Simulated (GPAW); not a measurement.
# Co2 Re8 Co2 0001: which magnetic order is lowest, part 2 of 2

A self-consistent run ends on one state, which hangs on the start. Several orders of Co2 Re8 Co2 0001 are started in GPAW and their energies compared.

GPAW 26.7.0; PBE; plane waves with GPAW's PAW setups, scalar-relativistic.

So far. Step 2 (Run 1 (ferro ++++)): After 60 cycles the largest moment stands at 1.87 μB.

## (3) Start 2: antiferro ++--

An opposed order shows whether the pairs that it reverses prefer unlike signs.

Input file order2.py:

```python
import json
import numpy as np
from ase import Atoms
from ase.parallel import paropen, parprint
from gpaw import GPAW

atoms = Atoms(['Co', 'Co', 'Re', 'Re', 'Re', 'Re', 'Re', 'Re', 'Re', 'Re', 'Co', 'Co'],
    cell=[[2.761, 0.0, 0.0],
         [-1.3805, 2.391096, 0.0],
         [0.0, 0.0, 34.857346]],
    scaled_positions=[[0.0, 0.0, 0.17213],
         [0.333333, 0.666667, 0.220365],
         [0.0, 0.0, 0.276423],
         [0.333333, 0.666667, 0.340302],
         [0.0, 0.0, 0.404181],
         [0.333333, 0.666667, 0.46806],
         [0.0, 0.0, 0.53194],
         [0.333333, 0.666667, 0.595819],
         [0.0, 0.0, 0.659698],
         [0.333333, 0.666667, 0.723577],
         [0.0, 0.0, 0.779635],
         [0.333333, 0.666667, 0.82787]],
    pbc=True,
    magmoms=[1.8, 1.8, 0.0, 0.0, 0.0, 0.0, 0.0, 0.0, 0.0, 0.0, -1.8, -1.8])
atoms.calc = GPAW(mode={'name': 'pw', 'ecut': 450},
    xc='PBE',
    kpts={'size': (20, 20, 1), 'gamma': True},
    occupations={'name': 'fermi-dirac', 'width': 0.05},
    convergence={'density': 1e-05, 'energy': 1e-05},
    maxiter=200,
    mixer={'name': 'pulay', 'beta': 0.03, 'nmaxold': 8, 'weight': 100},
    symmetry={'tolerance': 1e-4},
    txt='order2.txt')
e = atoms.get_potential_energy(force_consistent=True)
res = {'free_energy': e, 'energy_sigma0': atoms.get_potential_energy(), 'fermi_energy': atoms.calc.get_fermi_level()}
res['moments'] = atoms.get_magnetic_moments().tolist()
res['total'] = atoms.get_magnetic_moment()
parprint('site moments (muB):', np.round(res['moments'], 3))
parprint(f"total moment: {res['total']:.3f} muB")
parprint(f'free energy: {e:.6f} eV')
atoms.calc.write('order2.gpw')
with paropen('results.json', 'w') as f:
    json.dump(res, f)
```

The run is started by

```console
$ OMP_NUM_THREADS=1 mpirun -n 4 gpaw python order2.py > order2.log
```

Numbers of over 12 decimals in the logs are rounded to 6 here.

The log of the run:

```text
site moments (muB): [ 1.871  1.324 -0.072  0.011 -0.024  0.017 -0.017  0.024 -0.011  0.072
 -1.324 -1.871]
total moment: 0.000 muB
free energy: -122.662487 eV

--- order2.txt ---
Input parameters:
  mode=PW(ecut=450),
  convergence={'density': 1e-05, 'energy': 1e-05},
  kpts=MonkhorstPack(size=(20, 20, 1), gamma=True),
  maxiter=200,
  mixer=Pulay(name='pulay', nmaxold=8, beta=0.03, weight=100, sigma=0.015, g_ss=None),
  occupations=Occupations(name='fermi-dirac', width=0.05),
  symmetry=Symmetry(tolerance=0.0001),
  xc=XC(name='PBE')

Diagonalizing LCAO Hamiltonian
Converting LCAO to pw mode

        Co

       Co

        Re

       Re
        Re

       Re

        Re

       Re
        Re

       Re

        Co

       Co

Atoms  # Å, Bohr magnetons
|    | symbol |         x |        y |         z |    initial magnetic moments |
|----|--------|-----------|----------|-----------|-----------------------------|
|  0 |     Co |  0.000000 | 0.000000 |  5.999995 | ( 0.0000,  0.0000,  1.8000) |
|  1 |     Co | -0.000001 | 1.594065 |  7.681339 | ( 0.0000,  0.0000,  1.8000) |
|  2 |     Re |  0.000000 | 0.000000 |  9.635372 | ( 0.0000,  0.0000,  0.0000) |
|  3 |     Re | -0.000001 | 1.594065 | 11.862025 | ( 0.0000,  0.0000,  0.0000) |
|  4 |     Re |  0.000000 | 0.000000 | 14.088677 | ( 0.0000,  0.0000,  0.0000) |
|  5 |     Re | -0.000001 | 1.594065 | 16.315329 | ( 0.0000,  0.0000,  0.0000) |
|  6 |     Re |  0.000000 | 0.000000 | 18.542017 | ( 0.0000,  0.0000,  0.0000) |
|  7 |     Re | -0.000001 | 1.594065 | 20.768669 | ( 0.0000,  0.0000,  0.0000) |
|  8 |     Re |  0.000000 | 0.000000 | 22.995321 | ( 0.0000,  0.0000,  0.0000) |
|  9 |     Re | -0.000001 | 1.594065 | 25.221974 | ( 0.0000,  0.0000,  0.0000) |
| 10 |     Co |  0.000000 | 0.000000 | 27.176007 | ( 0.0000,  0.0000, -1.8000) |
| 11 |     Co | -0.000001 | 1.594065 | 28.857351 | ( 0.0000,  0.0000, -1.8000) |

Unit cell  # Å
| periodic |         x |        y |         z |   lengths |     angles |
|----------|-----------|----------|-----------|-----------|------------|
|      yes |  2.761000 | 0.000000 |  0.000000 |  2.761000 |  90.000000 |
|      yes | -1.380500 | 2.391096 |  0.000000 |  2.761000 |  90.000000 |
|      yes |  0.000000 | 0.000000 | 34.857346 | 34.857346 | 120.000001 |

Number of symmetries: 6

BZ-sampling:
  Number of BZ points: 400
  Number of IBZ points: 44

  Monkhorst-Pack size: [20, 20, 1]
  Monkhorst-Pack shift: [0.025, 0.025, 0.0]

Plane wave coefficients: 5020
Cutoff: 450.000000 eV

Spin-components: 2 (collinear spins)
Bands:           88
Projectors:      72
Spin-degeneracy: 1
Datatype:        complex128

Parallelization:
  kpt:    4
  domain: 1
  band:   1

Density:
  Valence electrons: 140.0
  Components: 2
  Grid points: [ 14  14 175]
  Charge: 0.0  # |e|

Potential:
  Grid points: [ 14  14 175]

[... setups left out ...]
Reference energy: -3781111.283749  # eV

eigensolver:
  PPCG
  Converge bands: occupied
  niter=2

density mixing:
  Pulay-Mixer
  Linear mixing parameters: 0.03
  Old densities: 8
  Fourier metric: weight=100, sigma=0.015

occupation numbers:
  Fermi-Dirac:
    width: 0.0500  # eV

poisson solver:
  ecut: 3600.000000  # eV

xc functional:
  name: PBE with 2 nearest neighbor stencil

convergence criteria:
- Maximum integral of absolute [dens]ity change: 1e-05 electrons / valence electron
- Maximum [total energy] change in last 3 cyles: 1e-05 eV / valence electron
- Maximum integral of absolute [eigenst]ate change: 4e-08 eV^2 / valence electron
maximum number of iterations: 200

SCF iterations
|iter     |      energy | eigst |  dens |  magmom |
|---------|-------------|-------|-------|---------|
|iter:   1|       0s | -136.891618 | +0.35 |       |  -0.0000|
|iter:   2|      16s | -429.721744 | +1.62 | -0.75 |  -0.0000|
|iter:   3|      32s | -123.943532 | +0.66 | -0.36 |  -0.0001|
|iter:   4|      47s | -125.179881 | +0.05 | -1.02 |  -0.0001|
|iter:   5|      63s | -125.053108 | -0.78 | -1.12 |  +0.0015|
|iter:   6|      79s | -124.904536 | -1.59 | -1.13 |  -0.0006|
|iter:   7|      95s | -124.000507 | -1.82 | -1.17 |  +0.0006|
|iter:   8|     110s | -123.002887 | -1.06 | -1.19 |  -0.0015|
|iter:   9|     126s | -123.161847 | -1.72 | -1.36 |  +0.0009|
|iter:  10|     141s | -123.137574 | -2.60 | -1.34 |  +0.0008|
[... 42 iterations left out ...]
|iter:  53|     794s | -122.612734c| -7.75c| -4.32 |  +0.0000|
|iter:  54|     801s | -122.612734c| -8.12c| -4.39 |  +0.0000|
|iter:  55|     809s | -122.612734c| -8.10c| -4.42 |  +0.0000|
|iter:  56|     816s | -122.612735c| -7.80c| -4.46 |  +0.0000|
|iter:  57|     824s | -122.612737c| -7.94c| -4.55 |  +0.0000|
|iter:  58|     831s | -122.612737c| -7.60c| -4.59 |  +0.0000|
|iter:  59|     838s | -122.612738c| -7.76c| -4.72 |  +0.0000|
|iter:  60|     846s | -122.612739c| -7.68c| -4.80 |  +0.0000|
|iter:  61|     853s | -122.612739c| -7.85c| -4.98 |  +0.0000|
|iter:  62|     861s | -122.612739c| -8.02c| -5.04c|  +0.0000|

Converged in 62 steps
Energy contributions relative to reference atoms: (reference = -3781111.283749)

Energy contributions:
  Kinetic:          73.282767
  Coulomb:         -79.242903
  Zero:              1.347774
  External:          0.000000
  Xc:             -117.950629
  Entropy:          -0.099496
  Spinorbit:         0.000000
  ----------------------------
  Free energy:    -122.662487
  Extrapolated:   -122.612739

dipole moment: (-45.334127, -34.950032, -0.000078)  # |e|*Ang

Total magnetic moment: (0.000000, 0.000000, 0.000007)

Local magnetic moments
|        x |        y |         z |
|----------|----------|-----------|
| 0.000000 | 0.000000 |  1.870740 |  # Co   0
| 0.000000 | 0.000000 |  1.324427 |  # Co   1
| 0.000000 | 0.000000 | -0.071669 |  # Re   2
| 0.000000 | 0.000000 |  0.010992 |  # Re   3
| 0.000000 | 0.000000 | -0.023875 |  # Re   4
| 0.000000 | 0.000000 |  0.016656 |  # Re   5
| 0.000000 | 0.000000 | -0.016656 |  # Re   6
| 0.000000 | 0.000000 |  0.023875 |  # Re   7
| 0.000000 | 0.000000 | -0.010992 |  # Re   8
| 0.000000 | 0.000000 |  0.071667 |  # Re   9
| 0.000000 | 0.000000 | -1.324417 |  # Co  10
| 0.000000 | 0.000000 | -1.870739 |  # Co  11

Fermi level: 8.112
Eigenvalues  # (at kpt = [-0.000, -0.000, 0.000])
| band index |      eig [eV] | occ [0-1] |      eig [eV] | occ [0-1] |
|------------|---------------|-----------|---------------|-----------|
|          0 |       -34.240 |     1.000 |       -34.240 |     1.000 |
|        ... |               |           |               |           |
|         68 |         7.300 |     1.000 |         7.300 |     1.000 |
|         69 |         7.300 |     1.000 |         7.300 |     1.000 |
|         70 |         7.509 |     1.000 |         7.509 |     1.000 |
|         71 |         7.545 |     1.000 |         7.545 |     1.000 |
|         72 |         7.545 |     1.000 |         7.545 |     1.000 |
|         73 |         7.999 |     0.907 |         7.999 |     0.907 |
|         74 |         8.061 |     0.735 |         8.061 |     0.735 |
|         75 |         8.062 |     0.735 |         8.062 |     0.735 |
|         76 |         8.253 |     0.057 |         8.253 |     0.057 |
|         77 |         8.547 |     0.000 |         8.547 |     0.000 |
|         78 |         8.547 |     0.000 |         8.547 |     0.000 |
|         79 |         8.884 |     0.000 |         8.884 |     0.000 |
|         80 |         8.884 |     0.000 |         8.884 |     0.000 |
|         81 |         9.146 |     0.000 |         9.146 |     0.000 |
|         82 |         9.146 |     0.000 |         9.146 |     0.000 |
|         83 |         9.443 |     0.000 |         9.443 |     0.000 |
|        ... |               |           |               |           |
|         87 |        10.321 |     0.000 |        10.321 |     0.000 |

No gap
No difference between direct/indirect transitions
```

It took 15 min on 4 MPI ranks of Arm Neoverse V2, shared host; peak memory 1.7 GiB.

Spin moment in the augmentation sphere by atom:

```
atom  spin moment in the augmentation sphere (μB)
 Co1                                         1.87
 Co2                                         1.32
 Re3                                        -0.07
 Re4                                         0.01
 Re5                                        -0.02
 Re6                                         0.02
 Re7                                        -0.02
 Re8                                         0.02
 Re9                                        -0.01
Re10                                         0.07
Co11                                        -1.32
Co12                                        -1.87
```

Read from the output:

```yaml
magnetization: 0 μB
final_state: antiferromagnetic
```

It lies 0.318 meV a seeded atom under the first start, and its largest moment is 1.87 μB against 1.87 μB.

## (4) Energies of the orders

These are free energies at a smearing of 0.05 eV, so its entropy term is in the differences. They are divided by the number of seeded atoms, so that cells of unlike size compare.

Orders:

```
         start        final state  typed order kept  energy over the lowest (meV a seeded atom)  largest site moment (μB)  net moment (μB a primitive cell)  mesh matched  CPU time (s)
    ferro ++++      ferromagnetic               yes                                      0.3176                     1.869                               6.1           yes          3793
antiferro ++--  antiferromagnetic               yes                                           0                     1.871                                 0           yes          3550
```

## (5) Results

- lowest state found: antiferromagnetic (typed antiferro ++--)
- largest site moment: 1.87 μB
- next state: ferromagnetic, 0.318 meV a seeded atom higher

The lowest state found is antiferromagnetic, reached from the start antiferro ++--, with moments up to 1.87 μB. The two lowest states lie so close that the mesh, the functional or spin–orbit coupling could swap them. Only 2 starts are shown; other collinear patterns, canted and longer-period orders are not.

[Logs and program files are shortened in this print: banners, set-up blocks, solver, clock and traceback lines can be left out without a mark of their own.]

[Logs are printed without paths, hosts, clocks, repeated set-up lines and the standing remarks that a program may print on its own settings, such as how far it seeks lower states.]

[Hosts, paths, dates, database ids (printed as entryN), source tags and the programs' standing remarks are cut or masked in the printed files.]

[Where a cell is said to come from a database of computed structures, the database is the Materials Project.]
